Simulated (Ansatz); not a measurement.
**H_F in NaAsF6 from one Python script**

Aim: charge states, host run and transition levels of H_F in NaAsF6 from one script on Ansatz's Python interface. The model is a cell of 64 host atoms with 1 F taken out and 1 H put in.

Calculated with Ansatz 0.2.0; plane-wave PAW DFT, PBEsol; Python script: charge states of a defect supercell, host, and levels with image-charge correction and alignment.

### Step 1. Starting point

The cell holds 64 atoms: 8 Na, 8 As, 47 F and 1 H. Its edges and angles: a = 11.316 Å, b = 11.316 Å, c = 11.316 Å, α = 56.8°, β = 56.8°, γ = 56.8°. It derives from NaAsF6 (space group R-3). Nearest the centre at fractional (0.462, 0.326, 0.605): H12 at 0.15 Å, As58 at 1.81 Å, Na9 at 2.36 Å, F48 at 2.43 Å, F35 at 2.47 Å, F30 at 2.57 Å, F21 at 2.60 Å, F47 at 3.19 Å.

Structure file:

```xyz
64
Lattice="5.3804 3.1064 9.4577 -5.3804 3.1064 9.4577 0.0000 -6.2128 9.4577" Properties=species:S:1:pos:R:3 pbc="T T T"
Na    0.0000    0.0000    7.0933
As    0.0000    0.0000    0.0000
F    -1.8469   -0.3999    8.4471
F     0.5771    1.7994    8.4471
F     1.2698   -1.3995    8.4471
F     1.8469    0.3999    5.7396
F    -0.5771   -1.7994    5.7396
F    -1.2698    1.3995    5.7396
Na    0.0000   -3.1064   11.8222
As    0.0000   -3.1064    4.7289
F    -1.8469   -3.5063   13.1759
H     0.5771   -1.3070   13.1759
F     1.2698   -4.5059   13.1759
F     1.8469   -2.7065   10.4684
F    -0.5771   -4.9058   10.4684
F    -1.2698   -1.7069   10.4684
Na   -2.6902    1.5532   11.8222
As   -2.6902    1.5532    4.7289
F    -4.5371    1.1533   13.1759
F    -2.1131    3.3526   13.1759
F    -1.4205    0.1537   13.1759
F    -0.8433    1.9531   10.4684
F    -3.2674   -0.2462   10.4684
F    -3.9600    2.9527   10.4684
Na   -2.6902   -1.5532   16.5510
As   -2.6902   -1.5532    9.4577
F    -4.5371   -1.9531   17.9048
F    -2.1131    0.2462   17.9048
F    -1.4205   -2.9527   17.9048
F    -0.8433   -1.1533   15.1973
F    -3.2674   -3.3526   15.1973
F    -3.9600   -0.1537   15.1973
Na    2.6902    1.5532   11.8222
As    2.6902    1.5532    4.7289
F     0.8433    1.1533   13.1759
F     3.2674    3.3526   13.1759
F     3.9600    0.1537   13.1759
F     4.5371    1.9531   10.4684
F     2.1131   -0.2462   10.4684
F     1.4205    2.9527   10.4684
Na    2.6902   -1.5532   16.5510
As    2.6902   -1.5532    9.4577
F     0.8433   -1.9531   17.9048
F     3.2674    0.2462   17.9048
F     3.9600   -2.9527   17.9048
F     4.5371   -1.1533   15.1973
F     2.1131   -3.3526   15.1973
F     1.4205   -0.1537   15.1973
Na    0.0000    3.1064   16.5510
As    0.0000    3.1064    9.4577
F    -1.8469    2.7065   17.9048
F     0.5771    4.9058   17.9048
F     1.2698    1.7069   17.9048
F     1.8469    3.5063   15.1973
F    -0.5771    1.3070   15.1973
F    -1.2698    4.5059   15.1973
Na    0.0000    0.0000   21.2799
As    0.0000    0.0000   14.1866
F    -1.8469   -0.3999   22.6337
F     0.5771    1.7994   22.6337
F     1.2698   -1.3995   22.6337
F     1.8469    0.3999   19.9262
F    -0.5771   -1.7994   19.9262
F    -1.2698    1.3995   19.9262
```

Screening for the image-charge correction: ε∞ = 1.84, ε0 = (3.75, 3.75, 3.97), from a response run on this crystal (DFPT, PBEsol) at that run's own cell.

The cell's shortest repeat is 10.8 Å.

### Step 2. The script

The script is meant to run each charge state in one cell with one kind of occupations, so that the energies compare, and then the host's unit cell on the matching mesh, with a search for its band edges. The last call forms corrections, levels and formation energies from the saved runs.

run.py reads:

```python
import ansatz as az
from ansatz.input_file.blocks import ChemicalPotentialInput, HostRunInput, PlaceLevelsInput

# H_F in NaAsF6
STATES = [(-1, 1), (0, None), (1, 1)]  # charge, total moment
EPSILON, STATIC = 1.84, (3.75, 3.75, 3.97)

host = az.Crystal.from_extxyz("host.extxyz")
defect = (
    host.supercell(2, 2, 2)
    .substitution("H", at=(0.895778, 0.68124526, 0.20925156), cell=(0, 0, 1))
)


def settings(calculation):
    return calculation.functional("pbesol").basis(420, xc_grid=2, grid_basis="typed")


runs = []
for charge, moment in STATES:
    name = f"q{charge:+d}_m{moment}.run"
    state = settings(defect.calculation()).kpoints(1, 1, 1, shift=(0.25, 0.25, 0.25)).occupations("fermi_dirac", width=0.01)
    state = state.charge(charge).scf(max_iterations=60)
    if moment is not None:
        state = state.spin("collinear", total=moment, lock="hard")
    state = state.charged_corrections(epsilon=EPSILON, static_epsilon=STATIC, defect_position=(0.461964, 0.325935, 0.604994)).forces()
    state = state.relax(force_tolerance=0.02, max_steps=80, displacement_amplitude=0.05, displacement_seed=2471)
    try:
        outcome = state.band_table().checkpoint(write=name).run(threads=4, pin="off", max_ram="13800MiB")
    except (az.NonConvergedError, az.RefusalError) as failure:
        print(f"{name}: {type(failure).__name__}: {str(failure)[:300]}")
        continue
    report = outcome.report
    runs.append(name)
    print(f"{name}: F = {report['free_energy_ev']:.4f} eV, moment {report['magnetization_mub']:.3f}, {report['n_iterations']} iterations in the last SCF")

bulk = settings(host.calculation()).kpoints(2, 2, 2, shift=(0.25, 0.25, 0.25), path=["VBM", "CBM"], intervals=1).occupations("fixed").scf(self_checks="high").forces()
bulk = bulk.relax(force_tolerance=0.02)
outcome = bulk.basis(precision="f64").checkpoint(write="host.run").run(threads=4, pin="off", max_ram="13800MiB")
print(f"bulk: F = {outcome.report['free_energy_ev']:.4f} eV, band edges {outcome.report['band_edges_ev']}")

potentials = {
    "F": ChemicalPotentialInput(energy=-797.64292, dataset="<sha256 of the dataset>"),  # F2 molecule
    "H": ChemicalPotentialInput(energy=-15.60929, dataset="<sha256 of the dataset>"),  # H2 molecule
}
levels = az.place_levels(PlaceLevelsInput(host=HostRunInput(run="host.run"), states=runs, chemical_potentials=potentials))
for level in levels.record.defects[0].levels:
    print(f"({level.upper_charge:+d}/{level.lower_charge:+d}) at {level.above_valence_ev:.3f} eV above the valence edge")
print(levels)
```

host.extxyz reads:

```
8
Lattice="2.6902202818849954 1.553199403925693 4.728871287883924 -2.6902202818849954 1.553199403925693 4.728871287883924 1.9887185633906325e-17 -3.106398807851386 4.728871287883924" Properties=species:S:1:pos:R:3 pbc="T T T"
Na       0.00000000       0.00000000       7.09330693
As       0.00000000       0.00000000       0.00000000
F       -1.84690737      -0.39988821       8.44706373
F        0.57714034       1.79941280       8.44706373
F        1.26976703      -1.39952460       8.44706373
F        1.84690737       0.39988821       5.73955014
F       -0.57714034      -1.79941280       5.73955014
F       -1.26976703       1.39952460       5.73955014
```

Run with:

```
$ python run.py
```

Numbers of over 12 decimals in the logs are rounded to 6 here.

What it wrote:

```text
[... repeated set-up lines and file paths are left out, and long positions are rounded to six places ...]
q-1_m1.run: F = -87962.6285 eV, moment 1.000, 8 iterations in the last SCF
q+0_mNone.run: F = -87967.0314 eV, moment 0.000, 7 iterations in the last SCF
q+1_m1.run: F = -87968.7958 eV, moment 1.000, 7 iterations in the last SCF
bulk: F = -11094.0153 eV, band edges [-1.116330, 4.552246]
(+1/+0) at 2.465 eV above the valence edge
(+0/-1) at 5.697 eV above the valence edge
(+1/0) 2.465 eV above the valence edge, 3.093 eV under the conduction edge
(0/-1) 5.697 eV above the valence edge (+5.866 eV without the band-filling correction), in the conduction band
formation energy of charge +1: +0.592 eV with the Fermi level at the valence edge
formation energy of charge 0: +3.057 eV with the Fermi level at the valence edge
formation energy of charge -1: +8.754 eV with the Fermi level at the valence edge
  edges by pbesol, gap 5.557 eV; the host is sampled to repeats of 10.76 Å
  the defect's cells are sampled to repeats of 10.76 Å, like sampling
  charge +1: -87968.3813 eV with its correction of +0.414 eV, at epsilon [3.75, 3.75, 3.97], aligned at sites: -0.1391 eV, mean over 25 atomic sites at or beyond 5.38 Å from the host's site at [0.4479, 0.3406, 0.6046] by the defect at [0.4620, 0.3259, [...]
  charge 0: +0.000 eV for its dipole among its images, +0.000 omitted
  charge -1: -87962.2800 eV with its correction of +0.348 eV, at epsilon [3.75, 3.75, 3.97], aligned at sites: +0.2051 eV, mean over 25 atomic sites at or beyond 5.38 Å from the host's site at [0.4479, 0.3406, 0.6046] by the defect at [0.4620, 0.3259, [...]
  of states[2] (q+1_m1.run): how wide its charge is, is not read beside other atoms or cores, and a band state would take no correction. [...]
  of states[1] (q+0_mNone.run): its displacements don't fall off away from the defect: farther atoms stand 0.092 Å off the host's places. [...]
  of states[0] (q-1_m1.run): how wide its charge is, is not read beside other atoms or cores, and a band state would take no correction. [...]
```

Run time: 46 min. Hardware: 4 threads of Arm Neoverse V1, shared host; peak memory 0.56 GiB; 3 h of CPU time.

Formation energy by charge state (elemental references; gap 5.56 eV):

```csv
charge,at valence top (eV),at conduction bottom (eV)
+1,0.59,6.15
0,3.06,3.06
−1,8.75,3.20
```

Fermi level (eV), lowest formation energy (eV) and a bar from the least value:
```
     0.00       0.59 
     0.50       1.10 ######
     1.01       1.60 ############
     1.51       2.11 ##################
     2.02       2.61 #########################
     2.52       3.06 ##############################
     3.03       3.06 ##############################
     3.54       3.06 ##############################
     4.04       3.06 ##############################
     4.55       3.06 ##############################
     5.05       3.06 ##############################
     5.56       3.06 ##############################
```

The lowest state changes at 2.46 eV (+1/0) above the valence top.

### Step 3. Results

- gap of the host: 5.56 eV
- level (plus 1/0): 2.46 eV from the valence top
- level (0/minus 1): 5.70 eV from the valence top, at or inside a band

**Reading.** Between neighbouring charges the script places (+1/0) at 2.46 eV above the valence top, in a gap of 5.56 eV. (0/−1) falls at or inside a band, where the carrier may not be bound to the defect. The image-charge corrections reach 0.41 eV. A band-filling term moves a level by 0.17 eV more. It also warns that far atoms have moved. The edges that the host run prints, 5.67 eV apart, are those of its mesh; the gap comes from the search along the path. The program calls the alignment of potentials doubtful for this cell, and part of the corrections rests on it. The output names a band-filling correction: at some charge a carrier sits in a host band. Only the listed charges were run, so further levels can't show. What this leaves open: one k-point off the zone centre stands for the whole zone; PBEsol makes the gap too small and tends to spread out bound carriers; where a gas molecule sets a chemical potential or the host's formation energy, its binding is uncorrected.

[Logs are printed without paths, hosts, clocks, repeated set-up lines and the standing remarks that a program may print on its own settings, such as how far it seeks lower states.]

[Hosts, paths, dates, database ids (printed as entryN), source tags and the programs' standing remarks are cut or masked in the printed files.]

[For some hosts the program warned that the k-mesh of the response run may be too coarse for force constants and the static dielectric constant; such warnings are not shown here.]
